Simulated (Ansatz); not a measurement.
# BaPbO3 (Pm-3m): a soft mode frozen in, part 3 of 3

Wanted: the energy along a soft mode of BaPbO3 (Pm-3m) and the structure at the end.

Ansatz 0.2.0; DFT PBEsol, scalar-relativistic, plane waves, PAW; PAW set soft_1.

So far. Step 5 (Energy along the mode, all amplitudes (two of the runs …): The lowest of the steps tried is at 0.45 Å, 25.1 meV/atom below the parent; the bottom of the well need not coincide with a step. Step 7 (The new phase in its own primitive cell): The largest force component left is 0.15 meV/Å and the pressure is 0.000 GPa, within the tolerances set. The cell now holds 15.62 Å³/atom. The relaxed cell has a = 5.988, c = 8.713 Å (conventional setting).

### 8. Modes of the new phase

A relaxed structure may still be a saddle point, so its zone-centre modes are computed. No field response is asked, since the mesh shows no gap.

Input file input.yaml:

```yaml
crystal:
  lattice:
    - [-2.9937942185, 2.9937942185, 4.3563132092]
    - [2.9937942185, -2.9937942185, 4.3563132092]
    - [2.9937942185, 2.9937942185, -4.3563132092]
  atoms:
    - { symbol: Ba, position: [0.75, 0.25, 0.5] }
    - { symbol: Ba, position: [0.25, 0.75, 0.5] }
    - { symbol: Pb, position: [0.5, 0.5, 0.0] }
    - { symbol: Pb, position: [0.0, 0.0, 0.0] }
    - { symbol: O, position: [0.8051590819, 0.6948409181, 0.5] }
    - { symbol: O, position: [0.1948409181, 0.3051590819, 0.5] }
    - { symbol: O, position: [0.3051590819, 0.8051590819, 0.1103181637] }
    - { symbol: O, position: [0.6948409181, 0.1948409181, 0.8896818362] }
    - { symbol: O, position: [0.75, 0.75, 0.0] }
    - { symbol: O, position: [0.25, 0.25, 0.0] }
kpoints:
  mp_grid: { grid: [8, 8, 8] }
hamiltonian:
  xc: pbesol
  pseudopotentials: { kind: paw, azcp: { folder: soft_1 }, xc_functional: pbe }
scf:
  occupations: { method: methfessel_paxton, width: 0.2 }
output:
  eigenvalues: true
phonons:
  method: dfpt
```

The run is started by

```
$ ansatz run input.yaml --threads 4 --pin off --max-ram 10240MiB --backend cpu --events-out ev --progress --plain --runs-dir out
```

Numbers of over 12 decimals in the logs are rounded to 6 here.

Log:

```text
[...]
Crystal: 10 atoms, lattice volume = 156.179 Å³
Basis set: ecut = 420 eV, 3055 PW (Γ), exchange–correlation on 96×96×96 points (8 copies of the dense FFT grid, shifted against one another)
Bands: 52, of which v1, the nominal top of the filled ones, is band 42 counted from 1 (41 counted from 0)
Symmetry: 16 space group operations
k-points: 260 of 512 (irreducible under 1 space group operation, time reversal used)
[...]
SCF iter   1: F=—  HF=-38610.731073 eV  |F-HF|=—  |Δ(HF+E_count)|=         —  Δρ=5.93e-2  dr2=8.63e0  ethr=3.10e-3  ⟨swp⟩=13.9  Hψ=82498  notcnv=0
[...]
SCF iter  12: F=-38607.285674 eV  HF=-38607.285674 eV  |F-HF|=0.00e0  |Δ(HF+E_count)|=  7.28e-12  S|Δr|=    0.00e0  Δρ=6.22e-8  dr2=6.03e-12  ethr=1.00e-12  ⟨swp⟩=21.1  Hψ=113962  notcnv=0
SCF 1 converged in 12 iterations: F = -38607.285674 eV  dr2 = 6.03e-12
[...]
DFPT response loops at Γ: preconditioner auto → Kerker (q_TF=auto, 2.460 Å⁻¹) (partly filled bands, converged f_vac=0.000); β = 1.00, the filter's whole step (`scf.mixing.beta` (0.50) is not read by the response loops under this deck's `scf.mixing.preconditioner`; to damp them name `kerker` or `kerker_dos`, under which they read `scf.mixing.beta`, and type it under 1.00, their step now; both keys bind the ground state too); Broyden in place of MSR1
SCF converged after 12 iterations
[...]
Free energy (F): -38607.285674 eV
[...]
Internal energy: -38607.314958 eV  (E = F + TS)
E sigma→0 (E₀):  -38607.292995 eV
Entropy (-TS):   0.029284 eV (2.928 meV/atom)
Fermi energy:    9.001645 eV
[...]
--- Band table (eV; the first three rows and the last of 260) ---
  k-point 0: bands = [... 38 lower, 8.8136, 8.8545, 8.8545, 9.0025, 9.0873, 13.8246, 13.9600, 14.0954, ... 6 higher]
  k-point 1: bands = [... 38 lower, 8.6317, 8.7101, 8.8796, 8.9616, 9.3871, 14.0403, 14.1016, 14.2206, ... 6 higher]
  k-point 2: bands = [... 38 lower, 8.4356, 8.5107, 8.9093, 8.9504, 10.1472, 13.9904, 14.5545, 14.8446, ... 6 higher]
  k-point 259: bands = [... 38 lower, 8.4692, 8.4692, 8.8272, 9.0063, 12.2321, 13.6408, 15.0069, 15.0250, ... 6 higher]
--- Phonons (Γ-DFPT): 8 representative perturbations + reference, on 260 of 512 k-points (Σ response iterations 32) ---
  k mesh reduced under 1 symmetry operation, with k and −k counted as one. Each operation leaves every solved perturbation unchanged. A smaller set is not used because it would not reduce the number of displacements times k-points to solve
  ASR residual: 3.086e-5 → 0.000e0 eV/Å²; symmetrization residual: 7.733e-6 eV/Å²
  ASR residual per site (eV/Å²): 2.68e-5 2.68e-5 1.37e-5 1.37e-5 1.02e-5 1.02e-5 1.02e-5 1.02e-5 3.09e-5 3.09e-5
  Γ frequencies (cm⁻¹): -62.45 -62.45 0.00 0.00 0.00 92.02 92.02 108.69 108.69 110.70 117.20 134.85 134.85 160.37 160.37 182.99 185.68 209.89 221.47 223.12 223.12 264.72 264.72 303.32 322.58 351.77 509.03 516.69 516.69 599.59
  non-analytic LO–TO correction: not included (Born effective charges unavailable; polar crystals: no LO–TO splitting at Γ)
```

It took 11 min on 4 threads of Arm Neoverse V2, shared host; peak memory 6.4 GiB.

This step gave:

```yaml
sum_rule_residual_before_enforcement: 3.09e-5 eV/Å²
point_group: 4/mmm
highest_optical_mode_at_the_zone_centre_no_lo_to_term: 599.6 cm⁻¹
lowest_optical_zone_centre_mode: -62.45 cm⁻¹
```

Patterns of degenerate modes are one choice out of their space. Modes at Γ, with each element's share of the kinetic energy (negative means imaginary):

| mode | frequency (cm⁻¹) | symmetry | Ba % | Pb % | O % |
| --- | --- | --- | --- | --- | --- |
| 1 | -62.5 | Eg | 14 | 0 | 86 |
| 2 | -62.5 | Eg | 14 | 0 | 86 |
| 3 | 0.0 | acoustic | 35 | 53 | 12 |
| 4 | 0.0 | acoustic | 35 | 53 | 12 |
| 5 | 0.0 | acoustic | 35 | 53 | 12 |
| 6 | 92.0 | Eu | 56 | 19 | 25 |
| 7 | 92.0 | Eu | 56 | 19 | 25 |
| 8 | 108.7 | Eg | 85 | 0 | 15 |
| 9 | 108.7 | Eg | 85 | 0 | 15 |
| 10 | 110.7 | B2g | 100 | 0 | 0 |
| 11 | 117.2 | A2u | 62 | 36 | 1 |
| 12 | 134.8 | Eu | 8 | 19 | 73 |
| 13 | 134.8 | Eu | 8 | 19 | 73 |
| 14 | 160.4 | Eu | 1 | 75 | 24 |
| 15 | 160.4 | Eu | 1 | 75 | 24 |
| 16 | 183.0 | A1u | 0 | 100 | 0 |
| 17 | 185.7 | A2u | 3 | 7 | 90 |
| 18 | 209.9 | A1g | 0 | 0 | 100 |
| 19 | 221.5 | B1u | 0 | 0 | 100 |
| 20 | 223.1 | Eu | 0 | 29 | 70 |
| 21 | 223.1 | Eu | 0 | 29 | 70 |
| 22 | 264.7 | Eg | 1 | 0 | 99 |
| 23 | 264.7 | Eg | 1 | 0 | 99 |
| 24 | 303.3 | B2g | 0 | 0 | 100 |
| 25 | 322.6 | A2g | 0 | 0 | 100 |
| 26 | 351.8 | B1g | 0 | 0 | 100 |
| 27 | 509.0 | A2u | 0 | 3 | 97 |
| 28 | 516.7 | Eu | 0 | 4 | 96 |
| 29 | 516.7 | Eu | 0 | 4 | 96 |
| 30 | 599.6 | A2g | 0 | 0 | 100 |

Displacements in mode 2 (-62.5 cm⁻¹), the largest set to 1:
```
Ba1 -0.17 -0.06  0.00
Ba2  0.17  0.06  0.00
Pb3  0.00  0.00  0.00
Pb4  0.00  0.00  0.00
O5   0.00  0.00 -0.30
O6   0.00  0.00  0.30
O7   0.00  0.00 -0.66
O8   0.00  0.00  0.66
O9   1.00 -0.38  0.00
O10 -1.00  0.38  0.00
```

Displacements in mode 26 (351.8 cm⁻¹), the largest set to 1:
```
Ba1  0.00  0.00  0.00
Ba2  0.00  0.00  0.00
Pb3  0.00  0.00  0.00
Pb4  0.00  0.00  0.00
O5  -1.00 -1.00  0.00
O6   1.00  1.00  0.00
O7   1.00 -1.00  0.00
O8  -1.00  1.00  0.00
O9   0.00  0.00  0.00
O10  0.00  0.00  0.00
```

Before it was imposed, the acoustic sum rule was missed by 3.1e-5 eV/Å². Small misses are needed for a sound result but don't prove that mesh and cutoff are converged. The lowest optical mode is imaginary, 62.5i cm⁻¹, so the energy falls along it.

### 9. What came out

```json
{
 "unstable mode of the parent": "q = (-0.5, -0.5, -0.5), 163i cm⁻¹",
 "depth at the lowest point sampled": "25.1 meV/atom",
 "largest atomic shift at that point": "0.45 Å",
 "space group reached (within 0.01 Å)": "I4/mcm",
 "energy gained over the parent (first relaxation, on the mesh of the frozen mode)": "28.9 meV/atom",
 "volume per atom, phase reached": "15.6 Å³",
 "lowest optical zone-centre mode, phase reached": "-62.5 cm⁻¹",
 "highest optical mode at the zone centre (no LO-TO term), phase reached": "600 cm⁻¹"
}
```

Along this mode the structure falls into I4/mcm, 28.9 meV/atom below the parent. At the parent's cell the well is 25.07 meV/atom deep on the steps tried, with its lowest point at a shift of 0.45 Å. Relaxing atoms and cell changes the gain by +3.79 meV/atom against the lowest step (energies at zero smearing). The new phase still has an imaginary mode at the zone centre of its cell, so it is a saddle point on the way to a lower structure. Of the 4 patterns followed to their end from this parent, this one ends 2.77 meV/atom above the lowest, Imma. Each path keeps the symmetry of its pattern, so a lower phase may lie along a pattern not tried. With no gap, or one that is small against the smearing, the frequencies hang on the k mesh and the smearing, most of all near Kohn anomalies. A semilocal functional can close a gap that the real compound would have, so the metallic treatment may be an artefact of the level. Spin-orbit coupling is left out, which can matter for the heavy elements here. The PAW files were made for PBE and serve the other functionals too. A phonon run warned that its eigensolver left some bands unconverged in a pass.

[Logs are printed without paths, hosts, clocks, repeated set-up lines and the standing remarks that a program may print on its own settings, such as how far it seeks lower states.]

[Hosts, paths, dates, database ids (printed as entryN), source tags and the programs' standing remarks are cut or masked in the printed files.]
